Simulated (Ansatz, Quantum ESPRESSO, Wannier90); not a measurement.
# Ballistic channels from Wannier functions: zigzag Au chain, bond 2.60 Å, width 0.8 Å, part 5 of 5

Aim: a Wannier model and the conductance steps that follow from it, for this wire: zigzag Au chain, bond 2.60 Å, width 0.8 Å.

Quantum ESPRESSO 7.5 and Wannier90 3.1.0; plane-wave DFT, LDA, GBRV ultrasoft pseudopotentials; cross-check by Ansatz 0.2.0 with PAW datasets.

So far. Step 2 (SCF with pw.x): The run needed 11 iterations to bring the estimated error under 1e-07 Ry; the largest force on any atom, held or free, is 0.13 eV/Å. Step 6 (Wannier functions and transport): Bands and channels are those of the Wannier model: bands that were not projected, and all outside the frozen window, are missing or only approximate.

## (10) The same in Ansatz

As a check, the same structure is run in Ansatz.

Level of this step: plane-wave DFT, LDA, Ansatz PAW (Ansatz 0.2.0).

Input file input.yaml:

```yaml
crystal:
  lattice:
    - [9.0, 0.0, 0.0]
    - [0.0, 8.0, 0.0]
    - [0.0, 0.0, 4.9477267507]
  atoms:
    - { symbol: Au, position: [-0.0444444444, 0.0, 0.0] }
    - { symbol: Au, position: [0.0444444444, 0.0, 0.5] }
kpoints:
  mp_grid: { grid: [1, 1, 16] }
hamiltonian:
  xc: lda
scf:
  occupations: { method: fermi_dirac, width: 0.05 }
  convergence: { dr2_threshold: 1.0e-08 }
output:
  transmission:
    leads: [[0, 0]]
    e_range: [-4.0, 2.0]
    de: 0.05
    kmesh: [1, 1]
    reduced_basis: true
```

Launch:

```
ansatz run input.yaml --threads 2 --pin off --max-ram 4096MiB --backend cpu --events-out ev --progress --plain --runs-dir out
```

Numbers of over 12 decimals in the logs are rounded to 6 here.

Output:

```text
Engine: ansatz 0.2.0, aarch64-unknown-linux-gnu
Pseudopotentials: kind: paw
Pseudopotential: Au, paw, valence charge 19, recommended cutoff 420 eV (normal), Au.paw.azcp
Functional definition: SPW92
  exchange = slater_x
  correlation = pw_c
Crystal: 2 atoms, lattice volume = 356.236 Å³
Basis set: ecut = 420 eV, 6933 PW (Γ)
Bands: 23, of which v1, the nominal top of the filled ones, is band 19 counted from 1 (18 counted from 0)
Symmetry: 8 space group operations
Space group: Pmma (ITA 51), of the structure as read, at distance tolerance 7.1e-5 Å
k-points: 9 of 16
Non-local potential: Au, projectors of the file, l = 0: 3, l = 1: 2, l = 2: 2, l = 3: 1
PAW form: soft (Blöchl's): semilocal exchange-correlation on the pseudo side does not see the compensation charge
PAW frozen core: Au, regenerated for the run's functional, and the local potential with it (the file was generated under x = pbe(κ = 0.804, μ = 0.219515), c = pbe(β = 0.066725))
PAW one-centre angular grid: Au, 590 points (default); XC on 64 Gauss nodes
Initial density: superposition of atomic densities (neutral atoms: chi_scale 0, normalization atom), corrected by the library's trained network
Initial wavefunctions: pseudopotential atomic-orbital guess
Functional: x = slater, c = lda
SCF iter   1: F=—  HF=-25725.737463 eV  |F-HF|=—  |Δ(HF+E_count)|=         —  Δρ=4.04e-3  dr2=3.07e-2  ethr=1.77e-3  ⟨swp⟩=7.0  Hψ=1083  notcnv=0
preconditioner: auto → LDOS  [insulator: Δε(μ)=0.491 eV  Ē_g=6.164 eV  σ=0.050 eV  W_gap=0.51  n_scr=38 (ndim 8)  ℏωp=9.2 eV  f_vac=0.759  D(μ)=1.31/eV (n_scr^D=4)  ε∞_Penn≈3.2  β→1.0]
SCF iter   2: F=—  HF=-25725.734601 eV  |F-HF|=—  |Δ(HF+E_count)|=   2.86e-3  Δρ=2.02e-3  dr2=1.28e-2  ethr=8.07e-5  ⟨swp⟩=2.8  Hψ=425  notcnv=0
SCF iter   3: F=—  HF=-25725.731985 eV  |F-HF|=—  |Δ(HF+E_count)|=   2.62e-3  Δρ=5.61e-4  dr2=1.06e-3  ethr=3.38e-5  ⟨swp⟩=2.0  Hψ=341  notcnv=0
SCF iter   4: F=—  HF=-25725.731789 eV  |F-HF|=—  |Δ(HF+E_count)|=   1.97e-4  Δρ=7.09e-5  dr2=1.84e-5  ethr=2.80e-6  ⟨swp⟩=2.6  Hψ=374  notcnv=0
SCF iter   5: F=—  HF=-25725.731767 eV  |F-HF|=—  |Δ(HF+E_count)|=   2.13e-5  Δρ=1.23e-5  dr2=6.51e-7  ethr=4.85e-8  ⟨swp⟩=2.2  Hψ=299  notcnv=0
SCF iter   6: F=—  HF=-25725.731895 eV  |F-HF|=—  |Δ(HF+E_count)|=   1.27e-4  Δρ=3.60e-6  dr2=5.01e-8  ethr=1.71e-9  ⟨swp⟩=2.1  Hψ=313  notcnv=0
SCF iter   7: F=-25725.731895 eV  HF=-25725.731895 eV  |F-HF|=1.21e-9  |Δ(HF+E_count)|=   2.91e-8  Δρ=6.82e-7  dr2=1.33e-9  ethr=2.63e-11  ⟨swp⟩=5.0  Hψ=660  notcnv=0
SCF 1 converged in 7 iterations: F = -25725.731895 eV  dr2 = 1.33e-9
  greatest PAW one-centre occupation: 1.002 electrons in one spin orbital (limit 2), on the Au atom at site 1 (counted from 0), in its partial waves of l = 0
transmission: 7 of 42 steps passed
transmission: 14 of 42 steps passed
[...]
transmission: 42 of 42 steps passed
SCF converged after 7 iterations
Free energy (F): -25725.731895 eV
Harris-Foulkes:  -25725.731895 eV  (|F-HF|=1.21e-9)
Internal energy: -25725.722066 eV  (E = F + TS)
E sigma→0 (E₀):  -25725.726980 eV
Entropy (-TS):   -0.009828 eV (-4.914 meV/atom)
Fermi energy:    -4.232113 eV
--- Per-component energies (eV) ---
  E_band       = -1262.172449
  E_kinetic    = 1209.953178
  E_local      = -12281.277797  (includes V_loc(G=0)·N_el)
  E_nonlocal   = 164.475689
  E_hartree    = 5462.840942
  E_xc         = -447.284933
  E_vxc        = -541.972344  (∫ρ·V_xc dr)
  E_paw        = -18849.293011  (= ΣΔE_a)
  E_vpaw       = -739.036406  (= ΣTr[D̂ρ^β])
  E_aug_tail   = 0.002620  (compensation charges beyond the density's cutoff)
  E_ewald      = -986.184189
  E_core_change = 1.045435  (= ΣΔE_core)
  E_smearing   = -0.009828  (= −TS)
  E_closure    = 0.000000  (closes the sum)
  Σ components = -25725.731895   (vs F -25725.731895, Δ=0.00e0)
--- Band table (eV; the first three rows and the last of 9) ---
  k-point 0: bands = [... 15 lower, -5.3480, -5.2740, -4.8366, -4.4685, -0.9896, 0.0320, 1.1649, 1.8685]
  k-point 1: bands = [... 15 lower, -5.3630, -5.2585, -4.8271, -4.4882, -0.9922, 0.0744, 0.8524, 1.8903]
  k-point 2: bands = [... 15 lower, -5.4034, -5.2132, -4.7963, -4.5436, -1.0526, 0.1986, 0.3215, 1.9554]
  k-point 8: bands = [... 15 lower, -5.1280, -4.7003, -4.7003, -4.2349, -4.2349, 1.4930, 1.4930, 2.1479]
--- Transmission ---
  basis      : 629 plane waves across, 7 finite elements along
  points     : 1, standing for a mesh of 1 x 1
  energies   : 121 from -4.000000 to 2.000000 eV about the Fermi level, 0.050000 eV apart; the leads are filled to 0.000000 eV, and channels, transmission and decay are at 0.000000 eV
  crystal 0  : Au2, at the sites [0, 0], period 4.9477 Å: whole cells are its period
    offset         : up to 0.0000 Å between an atom of the period and one for which it stands
    channels       : 1.000000e0 a spin
    conductance    : none, the energies end too early or step too widely for 300 K: set another output.transmission.e_range or a lower de, or, where they end at an eighth of basis.ecutwfc, a higher one
```

Elapsed: 51 s, on 2 threads of Arm Neoverse V1, shared host; peak memory 0.6 GiB.

This step gave:

```
free energy                                : -25725.7319 eV
energy at zero smearing                    : -25725.7270 eV
smearing term TS                           : 0.009828 eV
Fermi energy                               : -4.232 eV
symmetry operations                        : 8
lead channels at the Fermi level, one spin : 1
```

Per spin. Table of open channels by energy, zero at the Fermi level:

energy (eV), open channels and a bar from the least value:
```
   -4.000       1.00 
   -3.800       1.00 
   -3.600       1.00 
   -3.400       1.00 
   -3.200       1.00 
   -3.000       1.00 
   -2.800       1.00 
   -2.600       2.00 ########
   -2.400       2.00 ########
   -2.200       2.00 ########
   -2.000       3.00 ###############
   -1.800       3.00 ###############
   -1.600       3.00 ###############
   -1.400       3.00 ###############
   -1.200       5.00 ##############################
   -1.000       3.00 ###############
   -0.800       3.00 ###############
   -0.600       4.00 ######################
   -0.400       4.00 ######################
   -0.200       1.00 
    0.000       1.00 
    0.200       1.00 
    0.400       1.00 
    0.600       1.00 
    0.800       1.00 
    1.000       1.00 
    1.200       1.00 
    1.400       1.00 
    1.600       1.00 
    1.800       1.00 
    2.000       1.00
```

## (11) A check by hand

1 channel × 77.48 µS = 77 µS, a two-terminal resistance of 12.906/1 = 12.91 kΩ whatever the wire's length, as long as nothing scatters.

## (12) What came out

* open channels at the Fermi level, per spin: 1
* total spread: 15.0 Å²
* gauge-invariant spread: 14.4 Å²
* largest band misfit in the frozen window: 0.00500 eV
* channels at the Fermi level by Ansatz: 1

In words: The wire offers 1 channel per spin at the Fermi level. Between -4 and 1.5 eV the channel count from Wannier functions equals that from Ansatz's layer matching at 95 % of the energies; outside the frozen window the Wannier bands are not held to the plane-wave ones. Each plane-wave level in the frozen window has a Wannier level within 0.01 eV; this test doesn't see extra bands that a model may add. The wire is perfect, so the conductance only counts bands: each channel, with its partner of the other spin, carries G₀ = 2e²/h. It was run without spin polarisation, which was not tested. Spin-orbit coupling is left out; depending on the atoms that carry the levels of interest, it can split and shift them by tenths of an eV to an eV or more.

[Logs are printed without paths, hosts, clocks, repeated set-up lines and the standing remarks that a program may print on its own settings, such as how far it seeks lower states.]

[Hosts, paths, dates, database ids (printed as entryN), source tags and the programs' standing remarks are cut or masked in the printed files.]

[Maps of the electrostatic potential energy from Ansatz leave out the sawtooth potential of an applied field or a dipole correction, so their vacuum need not be flat; planar profiles and work functions include it.]
